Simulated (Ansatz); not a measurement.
System: BaNaBr3 (cubic perovskite) (Pm-3m).

The structure was built from a prototype and need not be the compound's stable phase.

It takes space group Pm-3m (No. 221, cubic). The conventional cell has a = 6.279 Å, b = 6.279 Å, c = 6.279 Å, α = 90.00°, β = 90.00°, γ = 90.00°. Nearest to Na lie 12 Br at 4.44 Å. Nearest to Ba lie 6 Br at 3.14 Å. Br has 2 Ba at 3.14 Å nearest. It derives from Ba1Br3Na1. Farther neighbours and most contacts between anions are not listed.

```xyz
5
Lattice="6.2793 0.0000 0.0000 0.0000 6.2793 0.0000 0.0000 0.0000 6.2793" Properties=species:S:1:pos:R:3 pbc="T T T"
Na    0.0000    0.0000    0.0000
Ba    3.1397    3.1397    3.1397
Br    3.1397    3.1397    0.0000
Br    3.1397    0.0000    3.1397
Br    0.0000    3.1397    3.1397
```

The structure was relaxed with PBE. The structure type comes from a generator and need not be one that this composition takes. The runs that relaxed it are not among those shown. Spin-orbit coupling is left out unless a run names it. PAW set soft_2, made with PBE.

Gaps computed with Ansatz 0.2.0 without a self-energy: LDA 2.74 eV, PBEsol 2.94 eV, PBE 2.86 eV, PBE+SOC 2.77 eV, HSE06 3.96 eV and DDH-PBE0 5.77 eV.

Estimate the G0W0@PBE gap with 2×2×2 mesh, 739 empty bands, screening to 120 eV, default PAW files.

About 5.16 eV: on its mesh the run moves the gap from 2.85 eV by +2.31 eV. Among the scalar-relativistic levels given, DDH-PBE0 is nearest (+0.61 eV). Spin-orbit coupling is not in that value; its −0.10 eV at the PBE level would bring it to about 5.07 eV. Bands and cutoff are finite, so the gap is not at the basis limit. The miss can reach some tenths of an eV and take either sign; the mesh is an error of its own. The 2×2×2 mesh is coarse for this cell (its supercell is 13 Å along the shortest edge). The RPA ε∞ on it, from the PBE start, is 2.54; such meshes misread the long-range screening, most where the gap is narrow. This is the ideal cubic cell; many perovskites, halides above all, are cubic only on average, and local tilts or off-centring can widen the gap. The many-body steps are scalar-relativistic: spin-orbit coupling is not in them.

[Paths, hosts, dates, memory and timing lines, banners, echoed tables and standing remarks are left out of the program output.]

[Logs are printed without paths, hosts, clocks, repeated set-up lines and the standing remarks that a program may print on its own settings, such as how far it seeks lower states.]

[Runs of the session that timed out or met a known fault of the program may be left out.]

[Cells called generated may have been cut or substituted from an entry of the Crystallography Open Database or the Materials Project.]

[Hosts, paths, dates, database ids (printed as entryN), source tags and the programs' standing remarks are cut or masked in the printed files.]
